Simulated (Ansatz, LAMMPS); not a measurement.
# Aqueous K+ and Br-, 1.5 mol of salt per kg of water, relaxed from a frame at 300 K (110 atoms), the relaxed geometry

The starting structure: 36 H2O, 1 K+, 1 Br- placed at random, at 1.12 g/cm³; overlaps pushed apart, then 10 ps at 420 K with Joung-Cheatham ions (J. Phys. Chem. B 112, 9020 (2008)); SPC/E water (Berendsen, Grigera and Straatsma, J. Phys. Chem. 91, 6269 (1987)). Snapshot after 20 ps at 300 K and fixed volume.

Geometry: the relaxed geometry. Computed with Ansatz 0.2.0: Kohn-Sham DFT, PBE+D4, PAW (set soft_2), plane waves; cutoff 420 eV, Γ point, fixed occupations; density 1.12 g/cm³.

Cell vectors (Å):

```
10.437 0.000 0.000
0.000 10.437 0.000
0.000 0.000 10.437
```

Positions (Å):

```
1 O 6.376 7.649 5.975
2 H 7.009 8.081 6.610
3 H 6.427 6.672 6.159
4 O 4.145 6.300 1.681
5 H 3.209 6.540 1.902
6 H 4.403 7.009 1.025
7 O 1.820 10.290 6.869
8 H 2.160 0.739 7.149
9 H 2.665 9.810 6.683
10 O 2.689 10.287 0.305
11 H 2.541 10.348 1.289
12 H 3.552 0.302 0.084
13 O 0.174 3.593 7.647
14 H 0.285 2.790 8.190
15 H 9.859 3.415 7.035
16 O 5.668 0.603 4.596
17 H 6.643 0.767 4.742
18 H 5.692 10.228 4.020
19 O 6.066 5.339 3.243
20 H 5.683 4.451 3.465
21 H 5.299 5.820 2.803
22 O 9.927 9.506 5.731
23 H 0.347 9.915 6.035
24 H 9.379 10.245 5.339
25 O 8.498 3.343 5.828
26 H 8.723 4.026 5.145
27 H 7.699 3.769 6.249
28 O 3.215 2.047 7.906
29 H 2.511 2.203 8.591
30 H 3.943 1.609 8.414
31 O 8.751 5.433 4.093
32 H 7.794 5.550 3.874
33 H 9.198 5.150 3.265
34 O 3.087 5.778 9.328
35 H 3.502 5.250 8.589
36 H 3.451 5.455 10.174
37 O 8.089 8.741 7.769
38 H 8.861 9.075 7.257
39 H 7.931 9.350 8.540
40 O 7.352 5.373 0.920
41 H 6.891 5.314 1.816
42 H 8.235 4.948 1.041
43 O 8.004 6.182 8.771
44 H 8.012 7.138 8.507
45 H 7.576 6.115 9.650
46 O 7.757 8.170 1.601
47 H 7.008 8.286 2.258
48 H 7.695 7.232 1.315
49 O 10.152 8.783 2.903
50 H 9.978 8.865 3.865
51 H 9.280 8.617 2.457
52 O 8.348 0.980 4.603
53 H 8.424 1.129 3.625
54 H 8.428 1.881 5.042
55 O 4.472 8.054 10.087
56 H 3.964 7.385 9.568
57 H 3.809 8.748 10.292
58 O 3.207 8.262 4.070
59 H 3.524 8.583 4.960
60 H 2.864 7.353 4.210
61 O 2.145 2.773 3.533
62 H 1.552 3.134 2.839
63 H 2.004 1.795 3.489
64 O 1.922 10.421 2.915
65 H 2.388 9.675 3.379
66 H 1.014 10.047 2.797
67 O 6.073 2.761 1.003
68 H 5.529 2.840 1.849
69 H 6.357 3.668 0.761
70 O 4.961 0.957 9.781
71 H 5.719 0.320 9.758
72 H 5.322 1.705 10.329
73 O 4.285 9.347 6.294
74 H 4.968 8.637 6.417
75 H 4.782 10.085 5.852
76 O 1.179 1.897 9.687
77 H 0.916 2.515 10.401
78 H 1.582 1.103 10.128
79 O 2.382 5.581 5.102
80 H 2.176 4.757 4.621
81 H 1.504 5.933 5.418
82 O 8.345 1.408 1.795
83 H 7.515 1.908 1.565
84 H 9.052 2.071 1.639
85 O 4.853 2.872 3.345
86 H 5.120 2.043 3.836
87 H 3.857 2.896 3.372
88 O 3.976 4.498 7.131
89 H 3.679 3.558 7.302
90 H 3.403 4.865 6.408
91 O 6.600 5.011 6.767
92 H 7.014 5.341 7.611
93 H 5.649 4.768 6.949
94 O 7.426 10.044 10.074
95 H 7.952 0.284 0.114
96 H 7.443 9.287 0.285
97 O 10.427 6.679 5.937
98 H 10.299 7.647 5.831
99 H 9.760 6.285 5.325
100 O 5.888 8.563 3.468
101 H 6.180 8.161 4.335
102 H 4.939 8.287 3.400
103 O 1.493 6.930 1.812
104 H 0.987 6.094 1.757
105 H 0.897 7.561 2.283
106 O 0.921 8.690 8.988
107 H 1.198 9.304 8.266
108 H 1.428 9.026 9.751
109 K 0.400 6.044 8.759
110 Br 10.328 4.086 1.426
```

Q: Give the Löwdin charge of every atom.

Charges in e, in the order of the atoms, ten a line:

```
-0.687 +0.384 +0.385 -0.709 +0.385 +0.374 -0.683 +0.392 +0.389 -0.690
+0.379 +0.375 -0.763 +0.392 +0.385 -0.683 +0.381 +0.378 -0.689 +0.389
+0.382 -0.701 +0.389 +0.384 -0.676 +0.380 +0.389 -0.671 +0.380 +0.391
-0.663 +0.397 +0.371 -0.720 +0.378 +0.395 -0.678 +0.392 +0.394 -0.683
+0.364 +0.355 -0.705 +0.381 +0.392 -0.674 +0.384 +0.382 -0.682 +0.386
+0.393 -0.678 +0.386 +0.382 -0.702 +0.386 +0.383 -0.681 +0.371 +0.397
-0.697 +0.371 +0.400 -0.685 +0.388 +0.391 -0.672 +0.378 +0.393 -0.686
+0.399 +0.385 -0.677 +0.390 +0.388 -0.694 +0.372 +0.383 -0.687 +0.407
+0.384 -0.693 +0.378 +0.370 -0.684 +0.385 +0.386 -0.674 +0.386 +0.388
-0.686 +0.380 +0.385 -0.679 +0.400 +0.389 -0.704 +0.390 +0.391 -0.664
+0.384 +0.388 -0.708 +0.358 +0.386 -0.757 +0.380 +0.394 +0.831 -0.497
```

Forces are small here, 0.0055 eV/Å r.m.s. The Löwdin charges lack the electrons that the projection spills, 0.029 e an atom on average.

[Logs are printed without paths, hosts, clocks, repeated set-up lines and the standing remarks that a program may print on its own settings, such as how far it seeks lower states.]

[Hosts, paths, dates, database ids (printed as entryN), source tags and the programs' standing remarks are cut or masked in the printed files.]
